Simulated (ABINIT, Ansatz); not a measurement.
# C (Diamond): zone-centre phonons, part 2 of 3

Which modes does C (Diamond) have at the zone centre?

ABINIT 10.8.3; DFT LDA, scalar-relativistic, plane waves, PseudoDojo norm-conserving pseudopotentials.

So far. Step 3 (Self-consistent run for the response): The cell stands at -1.3 GPa: the relaxation ran with a smoothed cutoff and on another k mesh. Step 5 (Linear response at Γ): The acoustic modes at Γ come out as far as 0.6 cm⁻¹ from zero, where they should vanish, a small numerical error; the Born charges miss their sum rule by 6.6e-4 e, which is good. The relaxed cell has a = 3.538 Å (conventional setting).

## 6. Zone-centre analysis

anaddb reads the merged derivatives and imposes the acoustic sum rule.

anaddb.abi reads:

```
ddb_filepath "gamma_DDB"
output_file "anaddb.abo"
outdata_prefix "anaddb"
asr 1
chneut 1
enunit 2
eivec 1
nph1l 1
qph1l 0.0 0.0 0.0 1.0
dieflag 1
nph2l 3
qph2l 
    1.0 0.0 0.0 0.0
    0.0 0.0 1.0 0.0
    1.0 1.0 1.0 0.0
```

mrgddb.in reads:

```
gamma_DDB
merged
2
dfpt_gammao_DS2_DDB
gso_DDB
```

The run is started by

```bash
$ mrgddb < mrgddb.in > mrgddb.log
$ OMP_NUM_THREADS=1 anaddb anaddb.abi > anaddb.log
```

anaddb.abo, the main output file:

```text
[banners, grids, parts of the stress and lines that vanish by symmetry left out]
-outvars_anaddb: echo values of input variables ----------------------

 Flags :
[...]
Dielectric Tensor and Effective Charges
[...]
Effective charge tensors after
[...]
Phonon wavevector (reduced coordinates) :  0.00000  0.00000  0.00000
 Phonon energies in Hartree :
[...]
Phonon energies in meV     :
-  0.000000E+00  0.000000E+00  0.000000E+00  1.638833E+02  1.638833E+02
-  1.638833E+02
 Phonon frequencies in cm-1    :
-  0.000000E+00  0.000000E+00  0.000000E+00  1.321808E+03  1.321808E+03
-  1.321808E+03
 Phonon frequencies in Thz     :
-  0.000000E+00  0.000000E+00  0.000000E+00  3.962681E+01  3.962681E+01
-  3.962681E+01
 Phonon energies in Kelvin  :
-  0.000000E+00  0.000000E+00  0.000000E+00  1.901787E+03  1.901787E+03
-  1.901787E+03
[...]
-  1  0.00000000E+00 -6.36951793E-07 -4.77876159E-03
-     0.00000000E+00  0.00000000E+00  0.00000000E+00
-  2  0.00000000E+00 -6.36951793E-07 -4.77876159E-03
-     0.00000000E+00  0.00000000E+00  0.00000000E+00
[...]
-  1  1.79866772E-06 -4.77876125E-03  6.36951815E-07
-     0.00000000E+00  0.00000000E+00  0.00000000E+00
-  2  1.79866772E-06 -4.77876125E-03  6.36951815E-07
-     0.00000000E+00  0.00000000E+00  0.00000000E+00
[...]
-  1  4.77876129E-03  1.79866773E-06  0.00000000E+00
-     0.00000000E+00  0.00000000E+00  0.00000000E+00
-  2  4.77876129E-03  1.79866773E-06  0.00000000E+00
-     0.00000000E+00  0.00000000E+00  0.00000000E+00
[...]
-  1  6.55638807E-07  1.73054628E-06 -4.77876127E-03
-     0.00000000E+00  0.00000000E+00  0.00000000E+00
-  2 -6.55638807E-07 -1.73054628E-06  4.77876127E-03
-     0.00000000E+00  0.00000000E+00  0.00000000E+00
[...]
-  1  2.04355326E-06 -4.77876088E-03 -1.73026577E-06
-     0.00000000E+00  0.00000000E+00  0.00000000E+00
-  2 -2.04355326E-06  4.77876088E-03  1.73026577E-06
-     0.00000000E+00  0.00000000E+00  0.00000000E+00
[...]
-  1  4.77876115E-03  2.04331572E-06  6.56378742E-07
-     0.00000000E+00  0.00000000E+00  0.00000000E+00
-  2 -4.77876115E-03 -2.04331572E-06 -6.56378742E-07
-     0.00000000E+00  0.00000000E+00  0.00000000E+00
[...]
-     1          0.000000     0.000000     0.000000     0.000000
-     2          0.000000     0.000000     0.000000     0.000000
-     3          0.000000     0.000000     0.000000     0.000000
-     4          0.000000     0.000000     0.000000     0.000000
-     5          0.000000     0.000000     0.000000     0.000000
-     6          0.000000     0.000000     0.000000     0.000000
[...]
-   1     Real    0.0000E+00  0.0000E+00  0.0000E+00  0.0000E+00  0.0000E+00  0.0000E+00  0.0000E+00
[...]
-   2     Real    0.0000E+00  0.0000E+00  0.0000E+00  0.0000E+00  0.0000E+00  0.0000E+00  0.0000E+00
[...]
-   3     Real    0.0000E+00  0.0000E+00  0.0000E+00  0.0000E+00  0.0000E+00  0.0000E+00  0.0000E+00
[...]
-   4     Real    0.0000E+00  0.0000E+00  0.0000E+00  0.0000E+00  0.0000E+00  0.0000E+00  0.0000E+00
[...]
-   5     Real    0.0000E+00  0.0000E+00  0.0000E+00  0.0000E+00  0.0000E+00  0.0000E+00  0.0000E+00
[...]
-   6     Real    0.0000E+00  0.0000E+00  0.0000E+00  0.0000E+00  0.0000E+00  0.0000E+00  0.0000E+00
[...]
Phonon at Gamma, with non-analyticity in the
[...]
Phonon energies in Hartree :
[...]
Phonon energies in meV     :
-  0.000000E+00  0.000000E+00  0.000000E+00  1.638833E+02  1.638833E+02
-  1.638833E+02
 Phonon frequencies in cm-1    :
-  0.000000E+00  0.000000E+00  0.000000E+00  1.321808E+03  1.321808E+03
-  1.321808E+03
 Phonon frequencies in Thz     :
-  0.000000E+00  0.000000E+00  0.000000E+00  3.962681E+01  3.962681E+01
-  3.962681E+01
 Phonon energies in Kelvin  :
-  0.000000E+00  0.000000E+00  0.000000E+00  1.901787E+03  1.901787E+03
-  1.901787E+03
[...]
-  1  0.00000000E+00 -6.36951793E-07 -4.77876159E-03
-     0.00000000E+00  0.00000000E+00  0.00000000E+00
-  2  0.00000000E+00 -6.36951793E-07 -4.77876159E-03
-     0.00000000E+00  0.00000000E+00  0.00000000E+00
[...]
Phonon at Gamma, with non-analyticity in the
[...]
Phonon energies in Hartree :
[...]
Phonon energies in meV     :
-  0.000000E+00  0.000000E+00  0.000000E+00  1.638833E+02  1.638833E+02
-  1.638833E+02
 Phonon frequencies in cm-1    :
-  0.000000E+00  0.000000E+00  0.000000E+00  1.321808E+03  1.321808E+03
-  1.321808E+03
 Phonon frequencies in Thz     :
-  0.000000E+00  0.000000E+00  0.000000E+00  3.962681E+01  3.962681E+01
-  3.962681E+01
 Phonon energies in Kelvin  :
-  0.000000E+00  0.000000E+00  0.000000E+00  1.901787E+03  1.901787E+03
-  1.901787E+03
[...]
Phonon at Gamma, with non-analyticity in the
[...]
Phonon energies in Hartree :
[...]
Phonon energies in meV     :
-  0.000000E+00  0.000000E+00  0.000000E+00  1.638833E+02  1.638833E+02
-  1.638833E+02
 Phonon frequencies in cm-1    :
-  0.000000E+00  0.000000E+00  0.000000E+00  1.321808E+03  1.321808E+03
-  1.321808E+03
 Phonon frequencies in Thz     :
-  0.000000E+00  0.000000E+00  0.000000E+00  3.962681E+01  3.962681E+01
-  3.962681E+01
 Phonon energies in Kelvin  :
-  0.000000E+00  0.000000E+00  0.000000E+00  1.901787E+03  1.901787E+03
-  1.901787E+03
[...]
-  1  4.77876129E-03  1.79866773E-06  0.00000000E+00
-     0.00000000E+00  0.00000000E+00  0.00000000E+00
-  2  4.77876129E-03  1.79866773E-06  0.00000000E+00
-     0.00000000E+00  0.00000000E+00  0.00000000E+00
[...]
-  1  6.55638807E-07  1.73054628E-06 -4.77876127E-03
-     0.00000000E+00  0.00000000E+00  0.00000000E+00
-  2 -6.55638807E-07 -1.73054628E-06  4.77876127E-03
-     0.00000000E+00  0.00000000E+00  0.00000000E+00
[...]
-  1  2.04355326E-06 -4.77876088E-03 -1.73026577E-06
-     0.00000000E+00  0.00000000E+00  0.00000000E+00
-  2 -2.04355326E-06  4.77876088E-03  1.73026577E-06
-     0.00000000E+00  0.00000000E+00  0.00000000E+00
[...]
-  1  4.77876115E-03  2.04331572E-06  6.56378742E-07
-     0.00000000E+00  0.00000000E+00  0.00000000E+00
-  2 -4.77876115E-03 -2.04331572E-06 -6.56378742E-07
-     0.00000000E+00  0.00000000E+00  0.00000000E+00
[...]
Direction                     Dielectric constant
[...]
0.00000   0.00000   1.00000      5.70410753
   1.00000   1.00000   1.00000      5.70410753
-
```

Run time: 0.54 s. Hardware: 1 thread of Arm Neoverse V1, shared host.

No LO-TO term; unit eigenvectors of the mass-weighted matrix, from anaddb's displacements. Modes at Γ:

```tsv
mode	frequency (cm⁻¹)	symmetry
1	0.0	acoustic
2	0.0	acoustic
3	0.0	acoustic
4	1321.8	T2g
5	1321.8	T2g
6	1321.8	T2g
```

Displacements in mode 6 (1321.8 cm⁻¹), the largest set to 1:
```
C1   1.00  0.00  0.00
C2  -1.00  0.00  0.00
```

The rule moves no optical mode by more than 0.1 cm⁻¹.

## 7. Sum rules set otherwise (asr 0)

Without the rule the raw error of the acoustic modes shows.

Edit anaddb.abi of step 6 so:

```diff
@@ -3,4 +3,4 @@
 outdata_prefix "anaddb"
-asr 1
-chneut 1
+asr 0
+chneut 0
 enunit 2
```

mrgddb.in is that of step 6.

anaddb.abo, the main output file:

```text
[banners, grids, parts of the stress and lines that vanish by symmetry left out]
-outvars_anaddb: echo values of input variables ----------------------

 Flags :
[...]
Dielectric Tensor and Effective Charges
[...]
Effective charge tensors after
[...]
Phonon wavevector (reduced coordinates) :  0.00000  0.00000  0.00000
 Phonon energies in Hartree :
[...]
Phonon energies in meV     :
-  7.852647E-02  7.852648E-02  7.852650E-02  1.638833E+02  1.638833E+02
-  1.638833E+02
 Phonon frequencies in cm-1    :
-  6.333587E-01  6.333587E-01  6.333589E-01  1.321808E+03  1.321808E+03
-  1.321808E+03
 Phonon frequencies in Thz     :
-  1.898762E-02  1.898762E-02  1.898762E-02  3.962681E+01  3.962681E+01
-  3.962681E+01
 Phonon energies in Kelvin  :
-  9.112618E-01  9.112619E-01  9.112622E-01  1.901787E+03  1.901787E+03
-  1.901787E+03
[...]
-  1  5.03329874E-06  1.86767894E-05 -4.77872248E-03
-     0.00000000E+00  0.00000000E+00  0.00000000E+00
-  2  5.03329874E-06  1.86767894E-05 -4.77872248E-03
-     0.00000000E+00  0.00000000E+00  0.00000000E+00
[...]
-  1  2.31363745E-05  4.77866903E-03  1.87009494E-05
-     0.00000000E+00  0.00000000E+00  0.00000000E+00
-  2  2.31363745E-05  4.77866903E-03  1.87009494E-05
-     0.00000000E+00  0.00000000E+00  0.00000000E+00
[...]
-  1  4.77870297E-03 -2.31558820E-05  4.94277753E-06
-     0.00000000E+00  0.00000000E+00  0.00000000E+00
-  2  4.77870297E-03 -2.31558820E-05  4.94277753E-06
-     0.00000000E+00  0.00000000E+00  0.00000000E+00
[...]
-  1  1.11046237E-06  2.49980143E-06 -4.77876084E-03
-     0.00000000E+00  0.00000000E+00  0.00000000E+00
-  2 -1.11046237E-06 -2.49980143E-06  4.77876084E-03
-     0.00000000E+00  0.00000000E+00  0.00000000E+00
[...]
-  1  5.07289068E-07 -4.77876095E-03 -2.49968360E-06
-     0.00000000E+00  0.00000000E+00  0.00000000E+00
-  2 -5.07289068E-07  4.77876095E-03  2.49968360E-06
-     0.00000000E+00  0.00000000E+00  0.00000000E+00
[...]
-  1  4.77876147E-03  5.06708122E-07  1.11072758E-06
-     0.00000000E+00  0.00000000E+00  0.00000000E+00
-  2 -4.77876147E-03 -5.06708122E-07 -1.11072758E-06
-     0.00000000E+00  0.00000000E+00  0.00000000E+00
[...]
-     1          0.000000     0.000002    -0.000465     0.000465
-     2          0.000002     0.000465     0.000002     0.000465
-     3          0.000465    -0.000002     0.000000     0.000465
-     4         -0.000000    -0.000000     0.000000     0.000000
-     5          0.000000    -0.000000     0.000000     0.000000
-     6         -0.000000     0.000000     0.000000     0.000000
[...]
-   1     Real    0.0000E+00  0.0000E+00  9.8950E-12  0.0000E+00 -1.0422E-14 -3.8673E-14  9.8950E-12
[...]
-   2     Real    0.0000E+00  9.8948E-12  0.0000E+00  4.7907E-14  0.0000E+00  3.8723E-14  9.8948E-12
[...]
-   3     Real    9.8949E-12  0.0000E+00  0.0000E+00 -4.7947E-14  1.0235E-14  0.0000E+00  9.8949E-12
[...]
-   4     Real    0.0000E+00  0.0000E+00  0.0000E+00  0.0000E+00  0.0000E+00  0.0000E+00  0.0000E+00
[...]
-   5     Real    0.0000E+00  0.0000E+00  0.0000E+00  0.0000E+00  0.0000E+00  0.0000E+00  0.0000E+00
[...]
-   6     Real    0.0000E+00  0.0000E+00  0.0000E+00  0.0000E+00  0.0000E+00  0.0000E+00  0.0000E+00
[...]
Phonon at Gamma, with non-analyticity in the
[...]
Phonon energies in Hartree :
[...]
Phonon energies in meV     :
-  7.852647E-02  7.852648E-02  7.989021E-02  1.638833E+02  1.638833E+02
-  1.638833E+02
 Phonon frequencies in cm-1    :
-  6.333587E-01  6.333587E-01  6.443580E-01  1.321808E+03  1.321808E+03
-  1.321808E+03
 Phonon frequencies in Thz     :
-  1.898762E-02  1.898762E-02  1.931737E-02  3.962681E+01  3.962681E+01
-  3.962681E+01
 Phonon energies in Kelvin  :
-  9.112618E-01  9.112619E-01  9.270873E-01  1.901787E+03  1.901787E+03
-  1.901787E+03
[...]
-  1  0.00000000E+00  1.87026801E-05 -4.77872503E-03
-     0.00000000E+00  0.00000000E+00  0.00000000E+00
-  2  0.00000000E+00  1.87026801E-05 -4.77872503E-03
-     0.00000000E+00  0.00000000E+00  0.00000000E+00
[...]
Phonon at Gamma, with non-analyticity in the
[...]
Phonon energies in Hartree :
[...]
Phonon energies in meV     :
-  7.852648E-02  7.852650E-02  7.989017E-02  1.638833E+02  1.638833E+02
-  1.638833E+02
 Phonon frequencies in cm-1    :
-  6.333587E-01  6.333589E-01  6.443577E-01  1.321808E+03  1.321808E+03
-  1.321808E+03
 Phonon frequencies in Thz     :
-  1.898762E-02  1.898762E-02  1.931736E-02  3.962681E+01  3.962681E+01
-  3.962681E+01
 Phonon energies in Kelvin  :
-  9.112619E-01  9.112622E-01  9.270870E-01  1.901787E+03  1.901787E+03
-  1.901787E+03
[...]
Phonon at Gamma, with non-analyticity in the
[...]
Phonon energies in Hartree :
[...]
Phonon energies in meV     :
-  7.852647E-02  7.852649E-02  7.989019E-02  1.638833E+02  1.638833E+02
-  1.638833E+02
 Phonon frequencies in cm-1    :
-  6.333587E-01  6.333589E-01  6.443578E-01  1.321808E+03  1.321808E+03
-  1.321808E+03
 Phonon frequencies in Thz     :
-  1.898762E-02  1.898762E-02  1.931736E-02  3.962681E+01  3.962681E+01
-  3.962681E+01
 Phonon energies in Kelvin  :
-  9.112619E-01  9.112621E-01  9.270871E-01  1.901787E+03  1.901787E+03
-  1.901787E+03
[...]
-  1  2.75905962E-03  2.75900771E-03  2.75899061E-03
-     0.00000000E+00  0.00000000E+00  0.00000000E+00
-  2  2.75905962E-03  2.75900771E-03  2.75899061E-03
-     0.00000000E+00  0.00000000E+00  0.00000000E+00
[...]
-  1  1.11112525E-06  3.18794349E-06 -4.77876044E-03
-     0.00000000E+00  0.00000000E+00  0.00000000E+00
-  2 -1.11112525E-06 -3.18794349E-06  4.77876044E-03
-     0.00000000E+00  0.00000000E+00  0.00000000E+00
[...]
-  1  5.30160932E-07  4.77876053E-03  3.18806683E-06
-     0.00000000E+00  0.00000000E+00  0.00000000E+00
-  2 -5.30160932E-07 -4.77876053E-03 -3.18806683E-06
-     0.00000000E+00  0.00000000E+00  0.00000000E+00
[...]
-  1  4.77876147E-03 -5.30902067E-07  1.11077132E-06
-     0.00000000E+00  0.00000000E+00  0.00000000E+00
-  2 -4.77876147E-03  5.30902067E-07 -1.11077132E-06
-     0.00000000E+00  0.00000000E+00  0.00000000E+00
[...]
Direction                     Dielectric constant
[...]
0.00000   0.00000   1.00000      5.70410753
   1.00000   1.00000   1.00000      5.70410753
-
```

Elapsed: 0.53 s, on 1 thread.

Zone-centre frequencies as printed; negative means imaginary. Modes:

```tsv
mode	frequency (cm⁻¹)
1	0.63
2	0.63
3	0.63
4	1322
5	1322
6	1322
```

(Part 2 of 3 ends here.)

[Host names and launcher messages were left out of these logs when they were recorded.]

[Logs are printed without paths, hosts, clocks, repeated set-up lines and the standing remarks that a program may print on its own settings, such as how far it seeks lower states.]

[Hosts, paths, dates, database ids (printed as entryN), source tags and the programs' standing remarks are cut or masked in the printed files.]
